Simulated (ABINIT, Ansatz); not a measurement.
# Quasiparticle gap of CdSe (F-43m) in ABINIT

How does a plane-wave GW calculation on CdSe (F-43m) run from the first input to the gap?

Program: ABINIT 10.8.3. Level of theory: PBE and many-body steps on it, plane waves. Values are calculated unless marked as measured.

**What was measured.**

- Gap 1.69 ± 0.02 eV: direct gap from (alpha E)^2 extrapolation; spectroscopic ellipsometry; 300 K; film (fully relaxed MBE film, 304 nm) on GaAs(100) (“Band gap bowing of binary alloys: Experimental results compared to theoretical tight-binding supercell calculations for CdZnSe”, 2010, arxiv:1007.2297).

## (1) Set-up

It takes space group F-43m (No. 216, cubic). The conventional cell has a = 6.141 Å, b = 6.141 Å, c = 6.141 Å, α = 90.00°, β = 90.00°, γ = 90.00°. Nearest to Cd lie 4 Se at 2.66 Å. Nearest to Se lie 4 Cd at 2.66 Å. Farther neighbours, and contacts between anions beyond the nearest, are not listed.

The cell and positions are those that the Materials Project relaxed with its own functionals (PBE, PBE+U or r2SCAN), kept fixed.

## (2) Ground state

This step: ABINIT 10.8.3; DFT, PBE, plane waves, norm-conserving pseudopotentials.

The ground-state density comes first.

File run.abi:

```
acell 3*1.0 Angstrom
rprim 
  -0.000000000000 3.070271198600 3.070271198600
  3.070271198600 -0.000000000000 3.070271198600
  3.070271198600 3.070271198600 0.000000000000
ntypat 2
znucl 48 34
natom 2
typat 1 2
xred 
  0.000000000000 0.000000000000 0.000000000000
  0.750000000000 0.750000000000 0.750000000000
pp_dirpath "pseudos"
pseudos "Cd.upf, Se.upf"
ecut 48
ngkpt 6 6 6
nshiftk 1
shiftk 0 0 0
kptopt 1
chksymbreak 0
nband 27
occopt 1
tolvrs 1e-10
nstep 60
prtwf 0
optforces 0
optstress 0
indata_prefix "in"
outdata_prefix "out"
tmpdata_prefix "tmp"
```

The run is started by

```sh
$ OMP_NUM_THREADS=1 mpirun -n 8 abinit run.abi > log
```

The program printed:

```text
.Version 10.8.3 of ABINIT. v10.8.2 released Aug 2026.

 Symmetries : space group F-4 3 m (#216); Bravais cF (face-center cubic)
================================================================================
 Values of the parameters that define the memory need of the present run
     intxc =       0    ionmov =       0      iscf =       7    lmnmax =       6
     lnmax =       6     mgfft =      54  mpssoang =       3    mqgrid =    3001
     natom =       2  nloc_mem =       1    nspden =       1   nspinor =       1
    nsppol =       1      nsym =      24    n1xccc =    2501    ntypat =       2
    occopt =       1   xclevel =       2
-    mband =          27        mffmem =           1         mkmem =           2
       mpw =        6233          nfft =      157464          nkpt =          16
================================================================================
  Rough estimation (10% accuracy) of disk space for files :
================================================================================

--------------------------------------------------------------------------------
------------- Echo of variables that govern the present computation ------------
--------------------------------------------------------------------------------
 -outvars: echo values of preprocessed input variables --------
            acell      1.8897261259E+00  1.8897261259E+00  1.8897261259E+00 Bohr

      chksymbreak           0
             ecut      4.80000000E+01 Hartree
-          fftalg         312

              ixc     -101130
              kpt      0.00000000E+00  0.00000000E+00  0.00000000E+00
                       1.66666667E-01  0.00000000E+00  0.00000000E+00
                       3.33333333E-01  0.00000000E+00  0.00000000E+00
                       5.00000000E-01  0.00000000E+00  0.00000000E+00
                       1.66666667E-01  1.66666667E-01  0.00000000E+00
                       3.33333333E-01  1.66666667E-01  0.00000000E+00
                       5.00000000E-01  1.66666667E-01  0.00000000E+00
                      -3.33333333E-01  1.66666667E-01  0.00000000E+00
                      -1.66666667E-01  1.66666667E-01  0.00000000E+00
   [... 5 further rows ...]
                      -3.33333333E-01  3.33333333E-01  1.66666667E-01
                      -3.33333333E-01  5.00000000E-01  1.66666667E-01
         kptrlatt        6    0    0      0    6    0      0    0    6
          kptrlen      4.92313624E+01
P           mkmem           2
            natom           2
            nband          27
            ngfft          54      54      54
             nkpt          16
            nstep          60
             nsym          24
           ntypat           2
              occ      2.000000  2.000000  2.000000  2.000000  2.000000  2.000000
                       2.000000  2.000000  2.000000  2.000000  2.000000  2.000000
                       2.000000  2.000000  2.000000  2.000000  2.000000  2.000000
                       2.000000  2.000000  2.000000  2.000000  0.000000  0.000000
[...]
optforces           0
        optstress           0
            prtwf           0
            rprim     -0.0000000000E+00  3.0702711986E+00  3.0702711986E+00
[...]
spgroup         216

           tolvrs      1.00000000E-10

             xred      0.0000000000E+00  0.0000000000E+00  0.0000000000E+00
[...]
znucl       48.00000   34.00000

================================================================================

 chkinp: Checking input parameters for consistency.

================================================================================
== DATASET  1 ==================================================================
-   mpi_nproc: 8, omp_nthreads: 1 (-1 if OMP is not activated)

--- !DatasetInfo
iteration_state: {dtset: 1, }
dimensions: {natom: 2, nkpt: 16, mband: 27, nsppol: 1, nspinor: 1, nspden: 1, mpw: 6233, }
cutoff_energies: {ecut:  48.0, pawecutdg:  -1.0, }
electrons: {nelect:   4.40000000E+01, charge:   0.00000000E+00, occopt:   1.00000000E+00, tsmear:   1.00000000E-02, }

 Real(R)+Recip(G) space primitive vectors, cartesian coordinates (Bohr,Bohr^-1):
 R(1)=  0.0000000  5.8019717  5.8019717  G(1)= -0.0861776  0.0861776  0.0861776
 R(2)=  5.8019717  0.0000000  5.8019717  G(2)=  0.0861776 -0.0861776  0.0861776
 R(3)=  5.8019717  5.8019717  0.0000000  G(3)=  0.0861776  0.0861776 -0.0861776
 Unit cell volume ucvol=  3.9062210E+02 bohr^3
 Angles (23,13,12)=  6.00000000E+01  6.00000000E+01  6.00000000E+01 degrees

 getcut: wavevector=  0.0000  0.0000  0.0000  ngfft=  54  54  54
         ecut(hartree)=     48.000   => boxcut(ratio)=   2.11089

--- Pseudopotential description ------------------------------------------------
- Cd Generated using ONCVPSP code by D. R. Hamann
- 48.00000  20.00000  171031                  znucl, zion, pspdat
12 -101130 2 -1 1368                          pspcod,pspxc,lmax,lloc,mmax
     nproj     2     2     2
  pspatm : epsatm=   19.67729986
         --- l  ekb(1:nproj) -->
[...]
pspatm: atomic psp has been read  and splines computed

- Se Generated using ONCVPSP code by D. R. Hamann
- 34.00000  24.00000  171031                  znucl, zion, pspdat
12 -101130 2 -1 1214                          pspcod,pspxc,lmax,lloc,mmax
     nproj     2     2     2
  pspatm : epsatm=   25.39064422
         --- l  ekb(1:nproj) -->
[...]
pspatm: atomic psp has been read  and splines computed

   1.98298954E+03                                ecore*ucvol(ha*bohr**3)
--------------------------------------------------------------------------------

_setup2: Arith. and geom. avg. npw (full set) are    6205.468    6205.452

================================================================================

--- !BeginCycle
iteration_state: {dtset: 1, }
solver: {iscf: 7, nstep: 60, nline: 4, wfoptalg: 0, }
tolerances: {tolvrs: 1.00E-10, }

     iter   Etot(hartree)      deltaE(h)  residm     vres2
 ETOT  1  -512.09799868822    -5.121E+02 1.832E+00 4.803E+02
 ETOT  2  -513.43726474098    -1.339E+00 2.032E-02 3.017E+02
 ETOT  3  -513.47097606435    -3.371E-02 9.883E-04 1.140E+01
 ETOT  4  -513.47142403770    -4.480E-04 1.576E-04 3.720E+00
 ETOT  5  -513.47170863122    -2.846E-04 5.436E-05 8.122E-02
 ETOT  6  -513.47171616764    -7.536E-06 3.715E-05 7.719E-03
 ETOT  7  -513.47171642557    -2.579E-07 1.358E-05 4.974E-03
 ETOT  8  -513.47171677574    -3.502E-07 9.369E-06 1.597E-04
 ETOT  9  -513.47171679327    -1.753E-08 3.360E-06 1.031E-05
 ETOT 10  -513.47171679418    -9.120E-10 2.356E-06 1.773E-08
 ETOT 11  -513.47171679417     7.844E-12 8.456E-07 1.776E-09
 ETOT 12  -513.47171679415     1.694E-11 5.984E-07 2.181E-10
 ETOT 13  -513.47171679417    -1.637E-11 2.135E-07 4.150E-12

 At SCF step   13       vres2   =  4.15E-12 < tolvrs=  1.00E-10 =>converged.

--- !ResultsGS
iteration_state: {dtset: 1, }
comment   : Summary of ground state results
lattice_vectors:
- [ -0.0000000,   5.8019717,   5.8019717, ]
- [  5.8019717,  -0.0000000,   5.8019717, ]
- [  5.8019717,   5.8019717,   0.0000000, ]
lattice_lengths: [   8.20523,    8.20523,    8.20523, ]
lattice_angles: [ 60.000,  60.000,  60.000, ] # degrees, (23, 13, 12)
lattice_volume:   3.9062210E+02
convergence: {deltae: -1.637E-11, res2:  4.150E-12, residm:  2.135E-07, diffor:  0.000E+00, }
etotal    :  -5.13471717E+02
entropy   :   0.00000000E+00
fermie    :   1.66673775E-01
cartesian_stress_tensor: null
pressure_GPa: null
xred      :
- [  0.0000E+00,   0.0000E+00,   0.0000E+00, Cd]
- [  7.5000E-01,   7.5000E-01,   7.5000E-01, Se]
cartesian_forces: null
force_length_stats: {min: null, max: null, mean: null, }

 Integrated electronic density in atomic spheres:
 ------------------------------------------------
 Atom  Sphere_radius  Integrated_density
    1        2.00000         17.17162923
    2        2.00000         21.23608805
================================================================================

 ----iterations are completed or convergence reached----

 Mean square residual over all n,k,spin=   49.635E-11; max=  21.347E-08
 reduced coordinates (array xred) for    2 atoms
       0.000000      0.000000      0.000000
       0.750000      0.750000      0.750000
 rms dE/dt=  0.0000E+00; max dE/dt=  0.0000E+00; dE/dt below (all hartree)
    1       0.000000      0.000000      0.000000
    2       0.000000      0.000000      0.000000

 cartesian coordinates (angstrom) at end:
    1      0.000000     0.000000     0.000000
    2      4.605407     4.605407     4.605407
 length scales=  1.889726  1.889726  1.889726 bohr
              =  1.000000  1.000000  1.000000 angstroms
 prteigrs : about to open file out_EIG
 Fermi (or HOMO) energy (hartree) =   0.16667   Average Vxc (hartree)=  -0.33769
 Eigenvalues (hartree) for nkpt=  16  k points:
 kpt#   1, nband= 27, wtk=  0.00463, kpt=  0.0000  0.0000  0.0000 (reduced coord)
  -7.44022   -5.21570   -5.21570   -5.21570   -3.56872   -2.13724   -2.13724   -2.13724
  -1.54673   -1.54673   -1.54673   -1.54661   -1.54661   -0.29035   -0.12155   -0.12155
  -0.12155   -0.10894   -0.10894    0.16667    0.16667    0.16667    0.18678    0.38514
   0.38514    0.38514    0.52216
 prteigrs : prtvol=0 or 1, do not print more k-points.

--- !EnergyTerms
iteration_state     : {dtset: 1, }
comment             : Components of total free energy in Hartree
kinetic             :  2.080492E+02
hartree             :  2.116262E+02
xc                  : -5.303012E+01
Ewald energy        : -2.259871E+02
psp_core            :  5.076491E+00
local_psp           : -5.828648E+02
non_local_psp       : -7.634160E+01
total_energy        : -5.134717E+02
total_energy_eV     : -1.397228E+04
band_energy         : -8.271426E+01

== END DATASET(S) ==============================================================
================================================================================

 -outvars: echo values of variables after computation  --------
           etotal     -5.1347171679E+02
            nband          27
             nkpt          16
          spgroup         216
 [... the other variables as echoed above ...]

 Calculation completed.
```

The job ended after 20 s (8 MPI ranks of Intel Xeon Platinum 8488C (Sapphire Rapids), shared host; peak memory 0.84 GiB; 2.6 min of CPU time).

Numbers from this step:

- total energy: -13972.2772 eV
- gap: 0.5472 eV
- k of the valence top: 0, 0, 0
- k of the conduction bottom: 0, 0, 0
- least direct gap: 0.5472 eV

The gap is direct, at Γ.

[end of part 1 of 3]

[Long decimals in the printed logs are rounded to 6 places.]

[Logs are printed without paths, hosts, clocks, repeated set-up lines and the standing remarks that a program may print on its own settings, such as how far it seeks lower states.]

[Paths, hosts, dates, memory and timing lines, banners, echoed tables and standing remarks are left out of the program output; an Ansatz launch command may be rebuilt from the run's recorded settings. Measured values are a selection of at most five: reports struck by readers or far from the other reports are left out. None is set beside runs whose start may be inverted or whose files or cutoffs have a known fault.]

[Runs of the session that timed out or met a known fault of the program may be left out.]

[Hosts, paths, dates, database ids (printed as entryN), source tags and the programs' standing remarks are cut or masked in the printed files.]

[G0W0 gaps are taken among the corrected bands and points alone; a level outside them can change the order at an edge.]

[Where Ansatz stands beside ABINIT at settings called matched, ABINIT's density can come from a denser mesh and the files from another edition; pairs whose starting gaps differed by over 0.03 eV were left out, so agreement reads better than it is.]
